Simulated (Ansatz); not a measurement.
# Is HfSiAg in the AlB2 type a stable metal?, part 2 of 2

The plan: relax HfSiAg in the AlB2 type, check its phonons, and, if the lattice is stable, compute its Eliashberg function and ρ(T).

Ansatz 0.2.0; DFT PBE, scalar-relativistic, plane waves, PAW; PAW set soft_1.

So far, highest frequency, solved or plainly interpolated (cm⁻¹): step 5 (phonons: q 2×2×2, k 4×4×6) 318. Also lowest on path (cm⁻¹): step 5 -52.5. The relaxed cell has a = 4.378, c = 3.136 Å (conventional setting).

The structure was built from a prototype and need not be the compound's stable phase.

### Step 6. Phonons by linear response: q 3×3×2, k 6×6×8 (continued)

Lowest modes at the softest wavevector of the mesh. The modes at q = (0.333, 0.333, 0.500) (shares of kinetic energy by element, %) (negative means imaginary):

```
mode  frequency (cm⁻¹)  Hf %  Si %  Ag %
   1             -41.0    42     0    58
   2              43.2    28    12    61
   3              44.3    72    28     0
   4             127.2    58     0    42
   5             149.5    72     9    19
   6             149.7     0     0   100
```

Displacements in mode 1 (-41.0 cm⁻¹), the largest set to 1, in the home cell (x, y, z of the real part, then of the imaginary part):
```
Hf1 -0.41 -0.23  0.00 -0.23  0.41  0.00
Si2  0.00  0.00  0.00  0.00  0.00  0.00
Ag3  0.00  0.00 -1.00  0.00  0.00  0.00
```

Displacements in mode 3 (44.3 cm⁻¹), the largest set to 1, in the home cell (x, y, z of the real part, then of the imaginary part):
```
Hf1  0.00  0.45  0.00 -0.45  0.00  0.00
Si2  0.00  0.00  1.00  0.00  0.00  0.00
Ag3  0.00  0.00  0.00  0.00  0.00  0.00
```

The modes has structure finer than the step of the table below, so its rows give means over 10 cm⁻¹, whole bins alone (the curve runs from -50.4 to 346 cm⁻¹). Peaks (cm⁻¹: height): Ag 54.2: 0.0250, 104.0: 0.0302, 131.4: 0.0296, 156.3: 0.0299, 308.2: 0.0129; Hf 54.2: 0.0304, 104.0: 0.0439, 131.4: 0.0219, 161.2: 0.0199; Si 138.8: 0.0260, 171.2: 0.0255, 308.2: 0.091.

Phonopy on the run's constants, 15x15x19 mesh, Gaussian sigma 2.8 cm⁻¹. Table of modes by wavenumber; means over each step; values in 1/cm⁻¹/cell:

```
wavenumber (cm⁻¹)       Ag       Hf       Si
              -40  0.00122  0.00134   9.8e-5
              -30  0.00239  0.00268   2.4e-4
              -20  0.00206  0.00217   2.2e-4
              -10   8.9e-4   8.2e-4   8.9e-5
                0   3.5e-4   3.3e-4   3.3e-5
               10   9.5e-4   8.3e-4   1.4e-4
               20  0.00361  0.00316   4.9e-4
               30  0.00689  0.00464  0.00102
               40   0.0109  0.00977  0.00185
               50   0.0195   0.0244  0.00476
               60   0.0211   0.0254  0.00438
               70   0.0168   0.0190  0.00366
               80   0.0137   0.0156  0.00244
               90   0.0157   0.0228  0.00351
              100   0.0232   0.0387  0.00417
              110   0.0165   0.0300  0.00233
              120   0.0139   0.0148  0.00312
              130   0.0263   0.0190   0.0111
              140   0.0172   0.0128   0.0220
              150   0.0221   0.0147   0.0134
              160   0.0275   0.0192   0.0123
              170   0.0140   0.0137   0.0222
              180  0.00206  0.00306  0.00893
              190   7.2e-6   1.4e-5   4.9e-5
              200        0        0        0
              210        0        0        0
              220        0        0        0
              230        0        0        0
              240        0        0        0
              250        0        0        0
              260        0        0        0
              270   1.7e-6        0   2.0e-4
              280   2.3e-4   2.5e-5  0.00860
              290  0.00108   1.3e-4   0.0244
              300  0.00553   3.3e-4   0.0516
              310   0.0106   5.3e-4   0.0716
              320  0.00355   1.6e-4   0.0198
              330   2.6e-4   4.6e-6  0.00143
              340        0        0   6.0e-7
```

No LO-TO term; unit eigenvectors of the mass-weighted matrix. The modes at Γ (shares of kinetic energy by element, %):

```
mode  frequency (cm⁻¹)  symmetry  Hf %  Si %  Ag %
   1               0.0   unnamed    57     9    34
   2               0.0   unnamed    57     9    34
   3               0.0   unnamed    57     9    34
   4              93.8      A2''    15    26    58
   5             141.9      A2''    28    65     7
   6             157.4        E'    42     5    53
   7             157.4        E'    42     5    53
   8             309.0        E'     1    87    13
   9             309.0        E'     1    87    13
```

Displacements in mode 4 (93.8 cm⁻¹), the largest set to 1:
```
Hf1  0.00  0.00 -0.30
Si2  0.00  0.00 -1.00
Ag3  0.00  0.00  0.76
```

Displacements in mode 8 (309.0 cm⁻¹), the largest set to 1:
```
Hf1  0.00 -0.04  0.00
Si2  0.00  1.00  0.00
Ag3  0.00 -0.19  0.00
```

Among the solved wavevectors the lowest mode, translations apart, is -41 cm⁻¹, imaginary.

### Step 7. Coupling and resistivity: q 3×3×2, k 6×6×8, scattering 8×8×12

Phonons, couplings and the Boltzmann equation in one run.

File input.yaml:

```yaml
crystal:
  lattice:
    - [4.3777870742, 0.0, 0.0]
    - [-2.1888935371, 3.7912748186, 0.0]
    - [0.0, 0.0, 3.1359868736]
  atoms:
    - { symbol: Hf, position: [0.0, 0.0, 0.0] }
    - { symbol: Si, position: [0.3333333333, 0.6666666667, 0.5] }
    - { symbol: Ag, position: [0.6666666667, 0.3333333333, 0.5] }
kpoints:
  mp_grid: { grid: [6, 6, 8] }
hamiltonian:
  xc: pbe
  pseudopotentials: { kind: paw, azcp: { folder: soft_1 } }
scf:
  occupations: { method: methfessel_paxton, width: 0.2 }
output:
  eigenvalues: true
phonons:
  method: dfpt
  qmesh: [3, 3, 2]
  temperatures: { t_max: 1000, t_step: 50 }
  qpath:
    path:
      - [[0.0, 0.0, 0.0], [0.5, 0.0, 0.0], [0.33333333, 0.33333333, 0.0], [0.0, 0.0, 0.0], [0.0, 0.0, 0.5], [0.5, 0.0, 0.5], [0.33333333, 0.33333333, 0.5], [0.0, 0.0, 0.5]]
      - [[0.5, 0.0, 0.5], [0.5, 0.0, 0.0]]
      - [[0.33333333, 0.33333333, 0.5], [0.33333333, 0.33333333, 0.0]]
    npoints: 10
  electrical_resistivity:
    mesh: [8, 8, 12]
    temperatures: [20.0, 50.0, 77.0, 100.0, 150.0, 200.0, 300.0, 400.0, 600.0, 800.0]
```

Command:

```bash
> ansatz run input.yaml --threads 4 --pin off --max-ram 12288MiB --backend cpu --events-out ev --progress --plain --runs-dir out
```

The job ended after 2.3 min (4 threads of Intel Xeon Platinum 8488C (Sapphire Rapids), shared host; peak memory 0.84 GiB).

The run ended with an error.

The program's message: “electrical resistivity: the mode of lowest frequency at the wavevector [0.2500, 0.3750, -0.5000] is imaginary, -39.61 cm⁻¹ (written negative): the force constants describe an unstable lattice; relax t …”

The run stops because a mode is imaginary on the scattering mesh, where no scattering rate is defined; denser k meshes, other smearings and, between solved wavevectors, finer q meshes show whether the instability is real.

### Step 8. What came out

* phonon run of the rows without a label of their own: PBE, q 3×3×2, k 6×6×8
* softest mode on the q mesh: -41 cm⁻¹ at q = (0.333, 0.333, 0.5)
* highest frequency, solved or plainly interpolated: 326 cm⁻¹

**Reading.** The lattice is dynamically unstable at this level: a mode at q = (0.333, 0.333, 0.5) is imaginary, 41i cm⁻¹, so no harmonic coupling constant or resistivity is defined for this structure. These meshes are coarse, and single modes of a metal can move by tens of cm⁻¹ with the k mesh. The coarser mesh found an imaginary mode at another wavevector, which this mesh lacks. Spin–orbit coupling, left out here, matters for Hf. The phonon runs are not spin-polarised. The structure was built by hand as an ordered model, and its stability against other phases was not tested.

[Logs are printed without paths, hosts, clocks, repeated set-up lines and the standing remarks that a program may print on its own settings, such as how far it seeks lower states.]

[Hosts, paths, dates, database ids (printed as entryN), source tags and the programs' standing remarks are cut or masked in the printed files.]
